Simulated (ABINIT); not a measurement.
# LiCNO (R3m): a self-consistent loop beyond G0W0, cycle by cycle, part 2 of 3

Wanted: G0W0 and self-consistent gaps of LiCNO (R3m), with the cost of the cycles.

ABINIT 10.8.3; PBEsol and many-body steps on it, plane waves. Known limits of the many-body steps: not at the basis limit.

So far. Step 5 (evGW0, cycle 1): Against G0W0 in ABINIT (4×4×4 mesh, 63 bands, screening to 130.6 eV, Godby-Needs plasmon pole), the gap moves by +0.504 eV. This first cycle still uses the starting levels; it takes the full correction, at all points of the mesh, and its linearised value is 7.320 eV. Step 6 (evGW0, cycle 2): Against the cycle before, the gap moves by −0.179 eV.

## 7. evGW0, cycle 3

Level of this step: evGW0 on PBEsol, plane waves, norm-conserving pseudopotentials (ABINIT).

Contents of run.abi:

```
acell 3*1.0 Angstrom
rprim 
  1.643988180588 0.949157018607 4.762053928800
  -1.643988180588 0.949157018607 4.762053928800
  -0.000000000000 -1.898314037214 4.762053928800
ntypat 4
znucl 3 6 7 8
natom 4
typat 1 2 3 4
xred 
  0.005259000000 0.005259000000 0.005259000000
  0.497462000000 0.497462000000 0.497462000000
  0.413960000000 0.413960000000 0.413960000000
  0.583333333333 0.583333333333 0.583333333333
pp_dirpath "pseudos"
pseudos "Li.upf, C.upf, N.upf, O.upf"
ecut 37
ngkpt 4 4 4
nshiftk 1
shiftk 0 0 0
kptopt 1
chksymbreak 0
istwfk *1
occopt 1
irdwfk 1
optdriver 4
nband 63
gwcalctyp 10
ecutsigx 37
symsigma 1
nkptgw 13
kptgw 
  0.0000000000 0.0000000000 0.0000000000
  0.2500000000 0.0000000000 0.0000000000
  0.5000000000 0.0000000000 0.0000000000
  0.2500000000 0.2500000000 0.0000000000
  0.5000000000 0.2500000000 0.0000000000
  -0.2500000000 0.2500000000 0.0000000000
  0.5000000000 0.5000000000 0.0000000000
  0.2500000000 0.2500000000 0.2500000000
  0.5000000000 0.2500000000 0.2500000000
  -0.2500000000 0.2500000000 0.2500000000
  0.5000000000 0.5000000000 0.2500000000
  -0.2500000000 0.5000000000 0.2500000000
  0.5000000000 0.5000000000 0.5000000000
bdgw 
  1 13
  1 13
  1 13
  1 13
  1 13
  1 13
  1 13
  1 13
  1 13
  1 13
  1 13
  1 13
  1 13
ecuteps 4.8
irdscr 1
ppmodel 1
irdqps 1
indata_prefix "in"
outdata_prefix "out"
tmpdata_prefix "tmp"
```

Run with:

```bash
OMP_NUM_THREADS=1 mpirun -n 4 abinit run.abi > log
```

Log:

```text
.Version 10.8.3 of ABINIT. v10.8.2 released Aug 2026.

 Symmetries : space group R3 m (#160); Bravais hR (rhombohedral)
[... echo of the input left out ...]
== DATASET  1 ==================================================================
-   mpi_nproc: 4, omp_nthreads: 1 (-1 if OMP is not activated)

--- !DatasetInfo
iteration_state: {dtset: 1, }
dimensions: {natom: 4, nkpt: 13, mband: 63, nsppol: 1, nspinor: 1, nspden: 1, mpw: 3276, }
cutoff_energies: {ecut:  37.0, pawecutdg:  -1.0, }
[...]
.  kptgw no:  3; Maximum DeltaE = (   0.081   0.002) for band index:  2
[...]
.  kptgw no: 12; Maximum DeltaE = (  -0.027  -0.002) for band index:  3
.  kptgw no: 13; Maximum DeltaE = (  -0.077  -0.014) for band index:  3

== END DATASET(S) ==============================================================
================================================================================

 -outvars: echo values of variables after computation  --------
           etotal      0.0000000000E+00
            nband          63
             nkpt          13
          spgroup         160
 [... the other variables as echoed above ...]

 Calculation completed.
```

Elapsed: 3.1 min, on 4 MPI ranks of Arm Neoverse V1, shared host; peak memory 2.3 GiB.

This step gave:

| Item | Value |
| --- | --- |
| quasiparticle gap on the mesh | 7.653 eV |
| gap of the density functional on the mesh | 4.664 eV |
| k of the valence top | 0.5, 0.5, 0.5 |
| k of the conduction bottom | 0, 0, 0 |
| least direct quasiparticle gap on the computed points | 7.852 eV |

Against the cycle before, the gap moves by +0.008 eV.

## 8. Screening, 4×4×4 mesh, 63 bands, screening to 130.6 eV

This step: RPA screening on PBEsol, plane waves, norm-conserving pseudopotentials.

Contents of run.abi:

```
acell 3*1.0 Angstrom
rprim 
  1.643988180588 0.949157018607 4.762053928800
  -1.643988180588 0.949157018607 4.762053928800
  -0.000000000000 -1.898314037214 4.762053928800
ntypat 4
znucl 3 6 7 8
natom 4
typat 1 2 3 4
xred 
  0.005259000000 0.005259000000 0.005259000000
  0.497462000000 0.497462000000 0.497462000000
  0.413960000000 0.413960000000 0.413960000000
  0.583333333333 0.583333333333 0.583333333333
pp_dirpath "pseudos"
pseudos "Li.upf, C.upf, N.upf, O.upf"
ecut 37
ngkpt 4 4 4
nshiftk 1
shiftk 0 0 0
kptopt 1
chksymbreak 0
istwfk *1
occopt 1
irdwfk 1
optdriver 3
nband 63
ecuteps 4.8
inclvkb 2
awtr 1
symchi 1
gwcalctyp 10
mbpt_sciss 3.788 eV
nqptdm 1
qptdm 
  0 0 0
indata_prefix "in"
outdata_prefix "out"
tmpdata_prefix "tmp"
```

Log:

```text
.Version 10.8.3 of ABINIT. v10.8.2 released Aug 2026.

 Symmetries : space group R3 m (#160); Bravais hR (rhombohedral)
[... echo of the input left out ...]
== DATASET  1 ==================================================================
-   mpi_nproc: 4, omp_nthreads: 1 (-1 if OMP is not activated)

--- !DatasetInfo
iteration_state: {dtset: 1, }
dimensions: {natom: 4, nkpt: 13, mband: 63, nsppol: 1, nspinor: 1, nspden: 1, mpw: 3276, }
cutoff_energies: {ecut:  37.0, pawecutdg:  -1.0, }
electrons: {nelect:   1.80000000E+01, charge:   0.00000000E+00, occopt:   1.00000000E+00, tsmear:   1.00000000E-02, }

 SCREENING: Calculation of the susceptibility and dielectric matrices

 Based on a program developped by R.W. Godby, V. Olevano, G. Onida, and L. Reining.
 Incorporated in ABINIT by V. Olevano, G.-M. Rignanese, and M. Torrent.
.Using double precision arithmetic ; gwpc =  8

[... cell and pseudopotentials left out ...]
--------------------------------------------------------------------------------

 ==== K-mesh for the wavefunctions ====
 Number of points in the irreducible wedge :    13
[... list of points left out ...]
 Together with  6 symmetry operations and time-reversal symmetry
 yields    64 points in the full Brillouin Zone.

 ==== Q-mesh for the screening function ====
 Number of points in the irreducible wedge :    13
[... list of points left out ...]
 Together with  6 symmetry operations and time-reversal symmetry
 yields    64 points in the full Brillouin Zone.

 setmesh: FFT mesh size selected  =    40x   40x   40
          total number of points  =        64000

 vcoul_init : cutoff-mode = AUXILIARY_FUNCTION
 q-points for optical limit:   1
     1)      0.000010    0.000020    0.000030

 Dielectric matrix will be calculated only for some
 selected q points provided by the user through the input variables
 nqptdm and qptdm

- screening: taking advantage of time-reversal symmetry
- Maximum band index for partially occupied states nbvw = 9
- Remaining bands to be divided among processors   nbcw = 54
- Number of bands treated by each node ~13

 rdqps: reading QP wavefunctions of the previous step
        looking for file in_QPS
 file not found, 1st iteration initialized with KS eigenelements

 screening : performing a first self-consistency
 update of the energies in W by a scissor operator
 applying a scissor operator of [eV] :   3.788

 Number of electrons calculated from density =   18.0000; Expected =   18.0000
 average of density, n =  0.059826
 r_s =    1.5861
 omega_plasma =   23.5940 [eV]

 calculating chi0 at frequencies [eV] :
  1    0.000000E+00    0.000000E+00
  2    0.000000E+00    2.359404E+01

--------------------------------------------------------------------------------
  q-point number  1        q = ( 0.000000, 0.000000, 0.000000) [r.l.u.]
--------------------------------------------------------------------------------
[... chi0 elements left out ...]
 For q-point:  0.000010 0.000020 0.000030
  dielectric constant =   2.1016
  dielectric constant without local fields =   2.5110

  Average fulfillment of the sum rule on Im[epsilon] for q-point    1 :     70.15  [%]
[... wings left out ...]
== END DATASET(S) ==============================================================
================================================================================

 -outvars: echo values of variables after computation  --------
           etotal      0.0000000000E+00
            nband          63
             nkpt          13
          spgroup         160
 [... the other variables as echoed above ...]

 Calculation completed.
```

Elapsed: 6.4 s, on 4 MPI ranks; peak memory 1.5 GiB; 25 s of CPU time.

This step gave:

```yaml
eps_infinity_with_local_fields_on_this_mesh_along_the_program_s_q_direction: 2.102
the_same_without_local_fields: 2.511
plasma_frequency: 23.59 eV
plane_waves_in_the_screening_matrix: 147
```

This screening uses the functional's bands under a rigid shift, the mean opening of the cycle before.

## 9. Screening, 4×4×4 mesh, 63 bands, screening to 130.6 eV

This step: RPA screening on PBEsol from quasiparticle energies, plane waves, norm-conserving pseudopotentials.

Changes to run.abi since step 8:

```diff
@@ -31,7 +31,18 @@
 symchi 1
+irdqps 1
 gwcalctyp 10
-mbpt_sciss 3.788 eV
-nqptdm 1
+nqptdm 12
 qptdm 
-  0 0 0
+  0.2500000000 0.0000000000 0.0000000000
+  0.5000000000 0.0000000000 0.0000000000
+  0.2500000000 0.2500000000 0.0000000000
+  0.5000000000 0.2500000000 0.0000000000
+  -0.2500000000 0.2500000000 0.0000000000
+  0.5000000000 0.5000000000 0.0000000000
+  0.2500000000 0.2500000000 0.2500000000
+  0.5000000000 0.2500000000 0.2500000000
+  -0.2500000000 0.2500000000 0.2500000000
+  0.5000000000 0.5000000000 0.2500000000
+  -0.2500000000 0.5000000000 0.2500000000
+  0.5000000000 0.5000000000 0.5000000000
 indata_prefix "in"
```

Contents of mrgscr.stdin:

```
2
merged
q0_SCR
out_SCR
1
```

Run with:

```bash
OMP_NUM_THREADS=1 mpirun -n 4 abinit run.abi > log; mrgscr < mrgscr.stdin
```

Log:

```text
.Version 10.8.3 of ABINIT. v10.8.2 released Aug 2026.

 Symmetries : space group R3 m (#160); Bravais hR (rhombohedral)
[... echo of the input left out ...]
== DATASET  1 ==================================================================
-   mpi_nproc: 4, omp_nthreads: 1 (-1 if OMP is not activated)

--- !DatasetInfo
iteration_state: {dtset: 1, }
dimensions: {natom: 4, nkpt: 13, mband: 63, nsppol: 1, nspinor: 1, nspden: 1, mpw: 3276, }
cutoff_energies: {ecut:  37.0, pawecutdg:  -1.0, }
[...]
q-point number  1        q = ( 0.250000, 0.000000, 0.000000) [r.l.u.]
--------------------------------------------------------------------------------
[... chi0 elements left out ...]
  Average fulfillment of the sum rule on Im[epsilon] for q-point    2 :     79.24  [%]

--------------------------------------------------------------------------------
  q-point number  2        q = ( 0.500000, 0.000000, 0.000000) [r.l.u.]
--------------------------------------------------------------------------------
[... chi0 elements left out ...]
  Average fulfillment of the sum rule on Im[epsilon] for q-point    3 :     72.01  [%]

 [... 10 further q-points ...]
```

Wall time 55 s (4 MPI ranks); peak memory 1.5 GiB.

This step gave:

* plasma frequency: 23.59 eV
* plane waves in the screening matrix: 147

This screening reads the quasiparticle levels of the cycle before.

## 10. evGW, cycle 1

This step: evGW on PBEsol, plane waves, norm-conserving pseudopotentials.

Changes to run.abi since step 9:

```diff
@@ -25,12 +25,10 @@
 irdwfk 1
-optdriver 3
+optdriver 4
 nband 63
-ecuteps 4.8
-inclvkb 2
-awtr 1
-symchi 1
-irdqps 1
 gwcalctyp 10
-nqptdm 12
-qptdm 
+ecutsigx 37
+symsigma 1
+nkptgw 13
+kptgw 
+  0.0000000000 0.0000000000 0.0000000000
   0.2500000000 0.0000000000 0.0000000000
@@ -47,2 +45,20 @@
   0.5000000000 0.5000000000 0.5000000000
+bdgw 
+  1 13
+  1 13
+  1 13
+  1 13
+  1 13
+  1 13
+  1 13
+  1 13
+  1 13
+  1 13
+  1 13
+  1 13
+  1 13
+ecuteps 4.8
+irdscr 1
+ppmodel 1
+irdqps 1
 indata_prefix "in"
```

Run with:

```bash
OMP_NUM_THREADS=1 mpirun -n 4 abinit run.abi > log
```

Log:

```text
.Version 10.8.3 of ABINIT. v10.8.2 released Aug 2026.

 Symmetries : space group R3 m (#160); Bravais hR (rhombohedral)
[... echo of the input left out ...]
== DATASET  1 ==================================================================
-   mpi_nproc: 4, omp_nthreads: 1 (-1 if OMP is not activated)

--- !DatasetInfo
iteration_state: {dtset: 1, }
dimensions: {natom: 4, nkpt: 13, mband: 63, nsppol: 1, nspinor: 1, nspden: 1, mpw: 3276, }
cutoff_energies: {ecut:  37.0, pawecutdg:  -1.0, }
[...]
.  kptgw no:  3; Maximum DeltaE = (  -1.324   0.002) for band index:  2
[...]
.  kptgw no: 12; Maximum DeltaE = (  -1.239  -0.004) for band index:  2
.  kptgw no: 13; Maximum DeltaE = (  -1.442  -0.015) for band index:  2

== END DATASET(S) ==============================================================
================================================================================

 -outvars: echo values of variables after computation  --------
           etotal      0.0000000000E+00
            nband          63
             nkpt          13
          spgroup         160
 [... the other variables as echoed above ...]

 Calculation completed.
```

The job ended after 3.1 min (4 MPI ranks; peak memory 2.3 GiB).

Numbers from this step:

- quasiparticle gap on the mesh: 8.205 eV
- gap of the density functional on the mesh: 4.664 eV
- k of the valence top: 0.5, 0.5, 0.5
- k of the conduction bottom: 0, 0, 0
- least direct quasiparticle gap on the computed points: 8.408 eV

Against G0W0 in ABINIT (4×4×4 mesh, 63 bands, screening to 130.6 eV, Godby-Needs plasmon pole), the gap moves by +0.885 eV.

## 11. Screening, 4×4×4 mesh, 63 bands, screening to 130.6 eV

This step: RPA screening on PBEsol, plane waves, norm-conserving pseudopotentials.

Contents of run.abi:

```
acell 3*1.0 Angstrom
rprim 
  1.643988180588 0.949157018607 4.762053928800
  -1.643988180588 0.949157018607 4.762053928800
  -0.000000000000 -1.898314037214 4.762053928800
ntypat 4
znucl 3 6 7 8
natom 4
typat 1 2 3 4
xred 
  0.005259000000 0.005259000000 0.005259000000
  0.497462000000 0.497462000000 0.497462000000
  0.413960000000 0.413960000000 0.413960000000
  0.583333333333 0.583333333333 0.583333333333
pp_dirpath "pseudos"
pseudos "Li.upf, C.upf, N.upf, O.upf"
ecut 37
ngkpt 4 4 4
nshiftk 1
shiftk 0 0 0
kptopt 1
chksymbreak 0
istwfk *1
occopt 1
irdwfk 1
optdriver 3
nband 63
ecuteps 4.8
inclvkb 2
awtr 1
symchi 1
gwcalctyp 10
mbpt_sciss 4.347 eV
nqptdm 1
qptdm 
  0 0 0
indata_prefix "in"
outdata_prefix "out"
tmpdata_prefix "tmp"
```

Log:

```text
.Version 10.8.3 of ABINIT. v10.8.2 released Aug 2026.

 Symmetries : space group R3 m (#160); Bravais hR (rhombohedral)
[... echo of the input left out ...]
== DATASET  1 ==================================================================
-   mpi_nproc: 4, omp_nthreads: 1 (-1 if OMP is not activated)

--- !DatasetInfo
iteration_state: {dtset: 1, }
dimensions: {natom: 4, nkpt: 13, mband: 63, nsppol: 1, nspinor: 1, nspden: 1, mpw: 3276, }
cutoff_energies: {ecut:  37.0, pawecutdg:  -1.0, }
[...]
[... chi0 elements left out ...]
 For q-point:  0.000010 0.000020 0.000030
  dielectric constant =   2.0699
  dielectric constant without local fields =   2.4547

  Average fulfillment of the sum rule on Im[epsilon] for q-point    1 :     71.42  [%]
[... wings left out ...]
== END DATASET(S) ==============================================================
================================================================================

 -outvars: echo values of variables after computation  --------
           etotal      0.0000000000E+00
            nband          63
             nkpt          13
          spgroup         160
 [... the other variables as echoed above ...]

 Calculation completed.
```

The job ended after 6.4 s (4 MPI ranks; peak memory 1.5 GiB).

This step gave:

| Quantity | Value |
| --- | --- |
| ε∞ with local fields, on this mesh, along the program's q direction | 2.070 |
| the same without local fields | 2.455 |
| plasma frequency | 23.59 eV |
| plane waves in the screening matrix | 147 |

This screening uses the functional's bands under a rigid shift, the mean opening of the cycle before.

## 12. Screening, 4×4×4 mesh, 63 bands, screening to 130.6 eV

This step: RPA screening on PBEsol from quasiparticle energies, plane waves, norm-conserving pseudopotentials.

Changes to run.abi since step 11:

```diff
@@ -31,7 +31,18 @@
 symchi 1
+irdqps 1
 gwcalctyp 10
-mbpt_sciss 4.347 eV
-nqptdm 1
+nqptdm 12
 qptdm 
-  0 0 0
+  0.2500000000 0.0000000000 0.0000000000
+  0.5000000000 0.0000000000 0.0000000000
+  0.2500000000 0.2500000000 0.0000000000
+  0.5000000000 0.2500000000 0.0000000000
+  -0.2500000000 0.2500000000 0.0000000000
+  0.5000000000 0.5000000000 0.0000000000
+  0.2500000000 0.2500000000 0.2500000000
+  0.5000000000 0.2500000000 0.2500000000
+  -0.2500000000 0.2500000000 0.2500000000
+  0.5000000000 0.5000000000 0.2500000000
+  -0.2500000000 0.5000000000 0.2500000000
+  0.5000000000 0.5000000000 0.5000000000
 indata_prefix "in"
```

mrgscr.stdin is that of step 9.

Run with:

```bash
OMP_NUM_THREADS=1 mpirun -n 4 abinit run.abi > log; mrgscr < mrgscr.stdin
```

Log:

```text
.Version 10.8.3 of ABINIT. v10.8.2 released Aug 2026.

 Symmetries : space group R3 m (#160); Bravais hR (rhombohedral)
[... echo of the input left out ...]
== DATASET  1 ==================================================================
-   mpi_nproc: 4, omp_nthreads: 1 (-1 if OMP is not activated)

--- !DatasetInfo
iteration_state: {dtset: 1, }
dimensions: {natom: 4, nkpt: 13, mband: 63, nsppol: 1, nspinor: 1, nspden: 1, mpw: 3276, }
cutoff_energies: {ecut:  37.0, pawecutdg:  -1.0, }
[...]
q-point number  1        q = ( 0.250000, 0.000000, 0.000000) [r.l.u.]
--------------------------------------------------------------------------------
[... chi0 elements left out ...]
  Average fulfillment of the sum rule on Im[epsilon] for q-point    2 :     80.90  [%]

--------------------------------------------------------------------------------
  q-point number  2        q = ( 0.500000, 0.000000, 0.000000) [r.l.u.]
--------------------------------------------------------------------------------
[... chi0 elements left out ...]
  Average fulfillment of the sum rule on Im[epsilon] for q-point    3 :     73.38  [%]

 [... 10 further q-points ...]
```

Elapsed: 56 s, on 4 MPI ranks; peak memory 1.5 GiB; 3.7 min of CPU time.

Numbers from this step:

- plasma frequency: 23.59 eV
- plane waves in the screening matrix: 147

This screening reads the quasiparticle levels of the cycle before.

## 13. evGW, cycle 2

This step: evGW on PBEsol, plane waves, norm-conserving pseudopotentials.

Changes to run.abi since step 12:

```diff
@@ -25,12 +25,10 @@
 irdwfk 1
-optdriver 3
+optdriver 4
 nband 63
-ecuteps 4.8
-inclvkb 2
-awtr 1
-symchi 1
-irdqps 1
 gwcalctyp 10
-nqptdm 12
-qptdm 
+ecutsigx 37
+symsigma 1
+nkptgw 13
+kptgw 
+  0.0000000000 0.0000000000 0.0000000000
   0.2500000000 0.0000000000 0.0000000000
@@ -47,2 +45,20 @@
   0.5000000000 0.5000000000 0.5000000000
+bdgw 
+  1 13
+  1 13
+  1 13
+  1 13
+  1 13
+  1 13
+  1 13
+  1 13
+  1 13
+  1 13
+  1 13
+  1 13
+  1 13
+ecuteps 4.8
+irdscr 1
+ppmodel 1
+irdqps 1
 indata_prefix "in"
```

Run with:

```bash
OMP_NUM_THREADS=1 mpirun -n 4 abinit run.abi > log
```

Log:

```text
.Version 10.8.3 of ABINIT. v10.8.2 released Aug 2026.

 Symmetries : space group R3 m (#160); Bravais hR (rhombohedral)
[... echo of the input left out ...]
== DATASET  1 ==================================================================
-   mpi_nproc: 4, omp_nthreads: 1 (-1 if OMP is not activated)

--- !DatasetInfo
iteration_state: {dtset: 1, }
dimensions: {natom: 4, nkpt: 13, mband: 63, nsppol: 1, nspinor: 1, nspden: 1, mpw: 3276, }
cutoff_energies: {ecut:  37.0, pawecutdg:  -1.0, }
[...]
.  kptgw no:  3; Maximum DeltaE = (  -0.058   0.000) for band index:  4
[...]
.  kptgw no: 12; Maximum DeltaE = (  -0.061  -0.000) for band index:  4
.  kptgw no: 13; Maximum DeltaE = (   0.131  -0.011) for band index:  2

== END DATASET(S) ==============================================================
================================================================================

 -outvars: echo values of variables after computation  --------
           etotal      0.0000000000E+00
            nband          63
             nkpt          13
          spgroup         160
 [... the other variables as echoed above ...]

 Calculation completed.
```

Run time: 3.1 min. Hardware: 4 MPI ranks; peak memory 2.3 GiB.

Numbers from this step:

```
quasiparticle gap on the mesh                         : 8.262 eV
gap of the density functional on the mesh             : 4.664 eV
k of the valence top                                  : 0.5, 0.5, 0.5
k of the conduction bottom                            : 0, 0, 0
least direct quasiparticle gap on the computed points : 8.465 eV
```

Against the cycle before, the gap moves by +0.057 eV.

(Part 2 of 3 ends here.)

[Paths, hosts, dates, memory and timing lines, banners, echoed tables and standing remarks are left out of the program output.]

[Logs are printed without paths, hosts, clocks, repeated set-up lines and the standing remarks that a program may print on its own settings, such as how far it seeks lower states.]

[Runs of the session that timed out or met a known fault of the program may be left out.]

[Hosts, paths, dates, database ids (printed as entryN), source tags and the programs' standing remarks are cut or masked in the printed files.]

[G0W0 gaps are taken among the corrected bands and points alone; a level outside them can change the order at an edge.]

[Where Ansatz stands beside ABINIT at settings called matched, ABINIT's density can come from a denser mesh and the files from another edition; pairs whose starting gaps differed by over 0.03 eV were left out, so agreement reads better than it is.]
